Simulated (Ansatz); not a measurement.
# From PBEsol to G0W0: MoSeS (layered bulk) (P6_3mc), part 3 of 3

Wanted: the gap of MoSeS (layered bulk) (P6_3mc) with a many-body correction, and the time that it takes.

Ansatz 0.2.0; PBEsol, then G0W0 on it, plane waves, PAW. Known limits of the many-body steps: finite bands, screening cutoff and k mesh; no spin-orbit coupling in G0W0.

So far. Step 3 (The PBEsol band structure): Over mesh and path the gap is 0.502 eV, from k = Γ to k = (0.167, 0.167, 0.000). The least direct gap found is 1.695 eV, at k = (0.333, 0.333, 0.000). The pressure in this cell is 4 GPa; the cell is kept. Step 4 (The quasiparticle correction): Over 17 of 24 irreducible mesh points the G0W0 gap is 0.938 eV, from k = Γ to k = (0.111, 0.222, 0.000). The PBEsol gap of this run on the mesh is 0.599 eV. The relaxed cell has a = 3.167, c = 12.010 Å (conventional setting).

The structure was built from a prototype and need not be the compound's stable phase.

In doubt: masses and optical values from hybrid runs of this build are listed as unsure (in some of the runs), which bears on the screening that GW takes from such a start.

### Step 5. Spin-orbit coupling in PBEsol

This run has two-component orbitals with spin-orbit coupling.

This step: DFT, PBEsol with spin-orbit coupling, plane waves, PAW; PAW set soft_1.

Input file input.yaml:

```yaml
crystal:
  lattice:
    - [3.1671178746, 0.0, 0.0]
    - [-1.5835589373, 2.7428045362, 0.0]
    - [0.0, 0.0, 12.0096143063]
  atoms:
    - { symbol: Mo, position: [0.3333333333, 0.6666666667, 0.2550024429] }
    - { symbol: S, position: [0.6666666667, 0.3333333333, 0.382195575] }
    - { symbol: Se, position: [0.6666666667, 0.3333333333, 0.1128019821] }
    - { symbol: Mo, position: [0.6666666667, 0.3333333333, 0.7550024429] }
    - { symbol: S, position: [0.3333333333, 0.6666666667, 0.882195575] }
    - { symbol: Se, position: [0.3333333333, 0.6666666667, 0.6128019821] }
kpoints:
  mp_grid: { grid: [12, 12, 2] }
  band_path:
    path:
      - [0.0, 0.0, 0.0]
      - [0.5, 0.0, 0.0]
      - [0.33333333, 0.33333333, 0.0]
      - [0.0, 0.0, 0.5]
      - [0.5, 0.0, 0.5]
      - [0.33333333, 0.33333333, 0.5]
      - [0.1666666667, 0.1666666667, 0.0]
    npoints: 1
hamiltonian:
  xc: pbesol
  pseudopotentials: { kind: paw_fr, azcp: { folder: soft_1 }, xc_functional: pbe }
scf:
  occupations: { method: fermi_dirac, width: 0.02 }
  n_extra_bands: 12
magnetization:
  noncollinear: true
  spin_orbit: true
output:
  eigenvalues: true
  forces: true
  stress: true
```

Command:

```console
> ansatz run input.yaml --threads 2 --pin off --max-ram 92160MiB --backend cuda --events-out ev --progress --plain --runs-dir out --devices 1 --max-vram 13GiB
```

Numbers of over 12 decimals in the logs are rounded to 6 here.

Log:

```text
[...]
GPUs: using 1 of 1 available (devices: 1).
[...]
non-collinear run that drives no moment, with spin-orbit: no starting moment large enough to seed its density (crystal.atoms[].spin), no starting occupations that ask for one, no magnetisation constraint and no magnetic field, so the semilocal B_xc is pinned to zero
[...]
GPU FFT provider: cuFFT
GPU libraries: cuBLAS 13.8.2, cuFFT 12.4.0, cuSOLVER 12.3.4
Crystal: 6 atoms, lattice volume = 104.325 Å³
Basis set: ecut = 420 eV, 2045 PW (Γ), exchange–correlation on 48×48×162 points (8 copies of the dense FFT grid, shifted against one another)
Bands: 84, of which v1, the nominal top of the filled ones, is band 72 counted from 1 (71 counted from 0)
Symmetry: 12 space group operations + 12 with time reversal
[...]
k-points: 38 of 288
Projection manifold: j_resolved (fully-relativistic pseudo-atomic orbitals)
[...]
GPU buffer pool allocated for 46656 grid points (all kernels)
[...]
SCF iter   1: F=—  HF=-22422.533341 eV  |F-HF|=—  |Δ(HF+E_count)|=         —  Δρ=5.26e-2  dr2=5.84e0  dr2_m=0.00e0 (ungated)  ethr=3.10e-3  |M|=0.00e0 ∫|m|=0.00e0 μB  |m|>n=0.0e0 m-floor=0.0e0 τ_xc=0.0e0  β_m=0.30  ⟨swp⟩=7.8  Hψ=15340  notcnv=0
[...]
spin=Noncollinear: Resta preconditioning applied to the charge; magnetization (m_x, m_y, m_z) channels mix plain (no charge-response kernel on spin).
[...]
site 0: m = (+0.0000, +0.0000, +0.0000) μB, |m| = 0.0000 μB  (R = 0.98 Å)
  site 1: m = (+0.0000, +0.0000, +0.0000) μB, |m| = 0.0000 μB  (R = 0.98 Å)
  site 2: m = (+0.0000, +0.0000, +0.0000) μB, |m| = 0.0000 μB  (R = 1.03 Å)
  site 3: m = (+0.0000, +0.0000, +0.0000) μB, |m| = 0.0000 μB  (R = 0.98 Å)
  site 4: m = (+0.0000, +0.0000, +0.0000) μB, |m| = 0.0000 μB  (R = 0.98 Å)
  site 5: m = (+0.0000, +0.0000, +0.0000) μB, |m| = 0.0000 μB  (R = 1.03 Å)
Free energy (F): -22420.780923 eV
[...]
Internal energy: -22420.780923 eV  (E = F + TS)
E sigma→0 (E₀):  -22420.780923 eV
Entropy (-TS):   -0.000000 eV (-0.000 meV/atom)
Fermi energy:    13.409744 eV
[...]
--- Forces (eV/Å), atoms counted from 1 ---
  atom   1  Mo    -0.00000000    -0.00000000     0.00155770
  atom   2  S      0.00000000     0.00000000    -0.01348293
  atom   3  Se    -0.00000000     0.00000000     0.01192335
  atom   4  Mo     0.00000000     0.00000000     0.00155770
  atom   5  S     -0.00000000    -0.00000000    -0.01348293
  atom   6  Se    -0.00000000    -0.00000000     0.01192335
  max |Σ_I F_I| component: 3.76e-6 eV/Å
--- Stress (GPa, compression-positive) ---
        4.118067       0.000000      -0.000000
       -0.000000       4.118067       0.000000
       -0.000000       0.000000       4.227474
  P = ⅓ Tr σ = 4.1545 GPa (41.545 kbar)
--- Band table (eV; the first three rows and the last of 38) ---
  k-point 0: bands = [... 68 lower, 12.5360, 12.5360, 13.1795, 13.1795, 15.3073, 15.3073, 15.3489, 15.3489, ... 8 higher]
  k-point 1: bands = [... 68 lower, 12.9944, 12.9944, 12.9944, 12.9944, 15.3124, 15.3124, 15.3124, 15.3124, ... 8 higher]
  k-point 2: bands = [... 68 lower, 12.5592, 12.5841, 12.9161, 12.9391, 15.2023, 15.2349, 15.2529, 15.2906, ... 8 higher]
  k-point 37: bands = [... 68 lower, 12.2880, 12.2880, 12.4455, 12.4455, 14.2417, 14.2417, 14.2550, 14.2550, ... 8 higher]
[key lines of the parts left out:]
SCF converged after 10 iterations
Magnetization: |M| = 0.0000 μB,  M = (+0.0000, +0.0000, +0.0000) μB
```

Elapsed: 22 s, on 1 × NVIDIA H100 80GB HBM3 (shared by 6 runs) with 2 threads of AMD EPYC 7R13 (Zen 3), shared host; peak memory 1 GiB; 22 s of CPU time.

Numbers from this step:

```yaml
pressure: 4.155 GPa
gap: 0.4930 eV
valence_top_at: Γ
conduction_bottom_at: k = (0.167, 0.167, 0.000)
least_direct_gap: 1.656 eV
```

Over mesh and listed points the gap is 0.493 eV, from k = Γ to k = (0.167, 0.167, 0.000). The least direct gap found is 1.656 eV, at k = (0.333, 0.333, 0.000). The pressure in this cell is 4 GPa; the cell is kept. PBEsol+SOC against PBEsol: 0.493 − 0.502 = −0.009 eV, with the same mesh, set of files (read in its fully relativistic form for the spin-orbit run) and cutoff, and both edges at the same k points. The spin-orbit run sees mesh and listed points alone, so its gap is an upper bound: the coupling can move an edge off these points, the more so as this crystal has no centre of inversion, and the change over the zone, its sign included where it is small, is not known.

### Step 6. The runs together

Each gap is the least one over the points named; times are wall times on shared hosts, not benchmarks. A G0W0 time includes the run's own self-consistent start. Runs with listed points see these and the mesh alone, so an edge that moves elsewhere is missed. Rows marked * are further runs, not shown as steps, whose inputs differ from the G0W0 step on the same start in the columns given; solver thresholds can differ too.

```
       level     mesh       files, cutoff  bands summed, screening                            points  gap (eV)  valence top      conduction bottom  least direct gap (eV)     time
      PBEsol  12×12×2  soft_1 PAW, 420 eV                        -                     mesh and path     0.502            Γ  (0.167, 0.167, 0.000)                  1.695      9 s
  PBEsol+SOC  12×12×2  soft_1 PAW, 420 eV                        -            mesh and listed points     0.493            Γ  (0.167, 0.167, 0.000)                  1.656     22 s
G0W0@PBEsol*    9×9×2  soft_1 PAW, 420 eV               146, 60 eV  17 of 24 irreducible mesh points     0.844            Γ  (0.111, 0.222, 0.000)                  2.075     46 s
 G0W0@PBEsol    9×9×2  soft_1 PAW, 420 eV              471, 150 eV  17 of 24 irreducible mesh points     0.938            Γ  (0.111, 0.222, 0.000)                  2.063  1.8 min
```

### Step 7. Outcome

| Quantity | Value |
| --- | --- |
| PBEsol gap over mesh and path | 0.502 eV, from k = Γ to k = (0.167, 0.167, 0.000) |
| G0W0@PBEsol gap over 17 of 24 irreducible mesh points | 0.938 eV, from k = Γ to k = (0.111, 0.222, 0.000) |
| PBEsol+SOC gap over mesh and listed points | 0.493 eV |
| GW settings | 9×9×2 mesh, 435 empty bands, screening to 150 eV, PAW set soft_1 files |
| known limits | finite bands, screening cutoff and k mesh; no spin-orbit coupling in G0W0 |

In words: Over 17 of 24 irreducible mesh points the G0W0 gap is 0.938 eV, from k = Γ to k = (0.111, 0.222, 0.000). The PBEsol gap of this run on the mesh is 0.599 eV. The two states that bound the G0W0 gap lie that far apart at the start, so the correction of the gap is 0.938 − 0.599 = +0.339 eV. The valence state moves by 13.145 − 13.171 = −0.026 eV and the conduction state by 14.083 − 13.770 = +0.313 eV, on the run's own scale; with 146 bands the edge states move by +0.521 and +0.766 eV, so the split between the edges depends on the bands and cutoff. Over mesh and path, PBEsol puts the conduction bottom at k = (0.167, 0.167, 0.000), where no G0W0 correction was computed. The G0W0 gap over the whole zone is therefore not known from this run; at its settings it can only be equal to or under the 0.938 eV found, and no correction is carried over from another point. For the start itself the gap is 0.502 eV over mesh and path and 0.599 eV on the mesh of the G0W0 run, in runs that differ in mesh (12×12×2 and 9×9×2). From 146 bands and 60 eV to 471 bands and 150 eV the gap moves by 0.938 − 0.844 = +0.094 eV; bands and screening cutoff rise together, so their parts are not told apart. Two runs can't test a law of convergence, so the limit is not known. G0W0 on other starts in this series, not shown as steps and not all at these settings: 1.068 eV on HSE06 (9×9×2, soft_1 PAW, 238 bands, 90 eV). PBEsol+SOC against PBEsol: 0.493 − 0.502 = −0.009 eV, with the same mesh, set of files (read in its fully relativistic form for the spin-orbit run) and cutoff, and both edges at the same k points. The spin-orbit run sees mesh and listed points alone, so its gap is an upper bound: the coupling can move an edge off these points, the more so as this crystal has no centre of inversion, and the change over the zone, its sign included where it is small, is not known. What spin-orbit coupling does to the G0W0 levels was not computed, so no sum with the G0W0 gap is formed. The G0W0 runs are scalar-relativistic. No pair of G0W0 runs that differ in the mesh alone is shown (9×9×2 is a supercell whose nearest images lie 24 Å apart), so the error from the mesh is not known here. G0W0 is shown with one set of atomic data (soft_1 PAW), so the error from the files is not known here.

[Paths, hosts, dates, memory and timing lines, banners, echoed tables and standing remarks are left out of the program output.]

[Logs are printed without paths, hosts, clocks, repeated set-up lines and the standing remarks that a program may print on its own settings, such as how far it seeks lower states.]

[Runs of the session that timed out or met a known fault of the program may be left out.]

[Cells called generated may have been cut or substituted from an entry of the Crystallography Open Database or the Materials Project.]

[Hosts, paths, dates, database ids (printed as entryN), source tags and the programs' standing remarks are cut or masked in the printed files.]

[Where an RPA ε∞ is given, it is that of the G0W0 mesh and is not shown converged in it. Names of k-points follow the symmetry that the program found, which can be lower than the space group named. Band edges on a path are those of the sampled points; other points can move an edge, and change direct to indirect where valleys lie close.]

[Hybrid gaps are those of their k-mesh and are not shown converged in it.]
